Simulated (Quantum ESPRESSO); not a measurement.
**GaAs (F-43m): a worked LO-TO splitting**

Aim: work out the LO frequency and the static dielectric constant of GaAs (F-43m) from one linear-response run, then check them.

Method: DFT LDA, scalar-relativistic, plane waves, PseudoDojo norm-conserving pseudopotentials, in Quantum ESPRESSO 7.5.

**1. Set-up**

Symmetry: F-43m, No. 216, cubic system. The conventional cell has a = 5.601 Å, b = 5.601 Å, c = 5.601 Å, α = 90.00°, β = 90.00°, γ = 90.00°. Nearest to Ga lie 4 As at 2.43 Å. Nearest to As lie 4 Ga at 2.43 Å. Farther neighbours are not listed.

Structure file:

```xyz
2
Lattice="-2.8007 0.0000 2.8007 0.0000 2.8007 2.8007 -2.8007 2.8007 0.0000" Properties=species:S:1:pos:R:3 pbc="T T T"
Ga    0.0000    0.0000    0.0000
As   -1.4004    1.4004    1.4004
```

This is the cell after its relaxation at this level of theory, not the database cell from which that began.

**2. What the response run gave**

A linear-response run on the relaxed cell, with the response to an electric field; only its zone-centre results are used. Cutoff 88 Ry, k mesh 8×8×8 with shifts.

The log of the run:

```text
[banners, grids, parts of the stress and lines that vanish by symmetry left out]
Program PHONON v.7.5
     Reading xml data from directory:

[...]
Exchange-correlation= PW
                           (   1   4   0   0   0   0   0)
[...]
kinetic-energy cut-off    =      88.0000  Ry
     charge density cut-off    =     352.0000  Ry
     convergence threshold     =      1.0E-18
[...]
Exchange-correlation= PW
                           (   1   4   0   0   0   0   0)
[...]
q = (   0.0000000   0.0000000   0.0000000 )
     25 Sym.Ops. (with q -> -q+G )
     G cutoff =  999.0267  (  33079 G-vectors)     FFT grid: ( 45, 45, 45)
     number of k points=    60
[...]
Mode symmetry, T_d (-43m)  point group:
[...]
Dielectric constant
[...]
End of electric fields calculation
          Dielectric constant in cartesian axis
          (      13.933377136      -0.000000000       0.000000000 )
          (      -0.000000000      13.933377136       0.000000000 )
          (       0.000000000       0.000000000      13.933377136 )
          Effective charges (d Force / dE) in cartesian axis without acoustic sum rule applied (asr)
           atom    1  Ga    Mean Z*:        2.05559
      Ex  (        2.05559       -0.00000       -0.00000 )
      Ey  (       -0.00000        2.05559        0.00000 )
      Ez  (       -0.00000        0.00000        2.05559 )
           atom    2  As    Mean Z*:       -2.06041
      Ex  (       -2.06041       -0.00000        0.00000 )
      Ey  (       -0.00000       -2.06041       -0.00000 )
      Ez  (        0.00000       -0.00000       -2.06041 )
          Effective charges Sum: Mean:       -0.00482
[...]
Effective charges (d Force / dE) in cartesian axis with asr applied:
           atom    1  Ga    Mean Z*:        2.05800
[...]
atom    2  As    Mean Z*:       -2.05800
[...]
Representation #   1 modes #   1   2   3
[...]
End of self-consistent calculation
     Convergence has been achieved
     Representation #   2 modes #   4   5   6
[...]
End of self-consistent calculation
     Convergence has been achieved
[...]
Dielectric constant in cartesian axis
          (      13.933377136      -0.000000000       0.000000000 )
          (      -0.000000000      13.933377136       0.000000000 )
          (       0.000000000       0.000000000      13.933377136 )
          Effective charges (d Force / dE) in cartesian axis without acoustic sum rule applied (asr)
           atom    1  Ga    Mean Z*:        2.05559
      Ex  (        2.05559       -0.00000       -0.00000 )
      Ey  (       -0.00000        2.05559        0.00000 )
      Ez  (       -0.00000        0.00000        2.05559 )
           atom    2  As    Mean Z*:       -2.06041
      Ex  (       -2.06041       -0.00000        0.00000 )
      Ey  (       -0.00000       -2.06041       -0.00000 )
      Ez  (        0.00000       -0.00000       -2.06041 )
          Effective charges Sum: Mean:       -0.00482
[...]
Effective charges (d Force / dE) in cartesian axis with asr applied:
           atom    1  Ga    Mean Z*:        2.05800
[...]
atom    2  As    Mean Z*:       -2.05800
[...]
q = (    0.000000000   0.000000000   0.000000000 )
[...]
freq (    1) =      -0.049732 [THz] =      -1.658868 [cm-1]
     freq (    2) =      -0.049732 [THz] =      -1.658868 [cm-1]
     freq (    3) =      -0.049732 [THz] =      -1.658868 [cm-1]
     freq (    4) =       8.063640 [THz] =     268.974086 [cm-1]
     freq (    5) =       8.063640 [THz] =     268.974086 [cm-1]
     freq (    6) =       8.063640 [THz] =     268.974086 [cm-1]
[...]
Mode symmetry, T_d (-43m)  point group:
     freq (   1-   3) =         -1.7  [cm-1]   --> T_2  G_15 P_4   I+R
     freq (   4-   6) =        269.0  [cm-1]   --> T_2  G_15 P_4   I+R

   JOB DONE.
```

```csv
quantity,value
cell volume Ω (Å³),43.937
mass of Ga (u),69.723
mass of As (u),74.922
"Born charge of Ga, raw (e)",2.056
"Born charge of As, raw (e)",-2.060
ε∞,13.933
ω(TO) after the sum rule (cm⁻¹),269.0
```

**3. The calculation**

The charges must sum to zero over the cell; taking off their mean, -0.002 e, leaves Z* = 2.058 e on Ga. In the polar mode Ga moves against As, so the reduced mass is μ = 69.72 × 74.92 / 144.64 = 36.114 u.

A longitudinal wave builds up a field that adds to the restoring force: ω(LO)² = ω(TO)² + 4π Z*² / (μ Ω ε∞), in Hartree atomic units. With μ = 65833 electron masses and Ω = 296.50 bohr³ the second term is 1.9569e-07 Ha², or 9426 cm⁻² (1 Ha = 219474.6 cm⁻¹).

So ω(LO) = √(72350 + 9426) = 286.0 cm⁻¹, and by the Lyddane-Sachs-Teller relation ε₀ = ε∞ (ω(LO)/ω(TO))² = 15.75.

**4. Check against the program**

The analysis program adds the same non-analytic term to the full matrix, here for q along (1 0 0).

The log of the run:

```text
[banner, memory and clock lines left out]
Program DYNMAT v.7.5

     Reading Dynamical Matrix from file g.dyn
     ...Force constants read
     ...epsilon and Z* read

     Polarizability (A^3 units)
     multiply by 0.188284 for Clausius-Mossotti correction
        45.220645   -0.000000    0.000000
        -0.000000   45.220645    0.000000
         0.000000    0.000000   45.220645

     IR activities are in (D/A)^2/amu units

# mode   [cm-1]    [THz]      IR
    1     -0.00   -0.0000    0.0000
    2     -0.00   -0.0000    0.0000
    3      0.00    0.0000    0.0000
    4    268.98    8.0638    2.7057
    5    268.98    8.0638    2.7057
    6    285.96    8.5730    2.7057
```

ε₀ comes from the program's run without a direction of q.

```csv
quantity,by hand,program
ω(LO) (cm⁻¹),286.0,286.0
ε₀,15.75,15.75
```

**5. Results**

```json
{"TO mode": "269.0 cm⁻¹", "LO mode": "286.0 cm⁻¹", "static dielectric constant": "15.75"}
```

The LO mode of GaAs (F-43m) lies at 286 cm⁻¹, 17 cm⁻¹ above the TO mode; the formula meets the program within 0.1 cm⁻¹, as it must for a cubic crystal with one polar mode. ω(LO)² − ω(TO)² goes with Z*²/ε∞: an error of 5 % in ε∞ would move the LO mode by 0.8 cm⁻¹, and semilocal functionals tend to overestimate ε∞. These are harmonic values at zero temperature, at the volume of this functional, for the structure held cubic; stability elsewhere in the zone is no part of this calculation.

[Host names and launcher messages were left out of these logs when they were recorded.]

[Logs are printed without paths, hosts, clocks, repeated set-up lines and the standing remarks that a program may print on its own settings, such as how far it seeks lower states.]

[Hosts, paths, dates, database ids (printed as entryN), source tags and the programs' standing remarks are cut or masked in the printed files.]
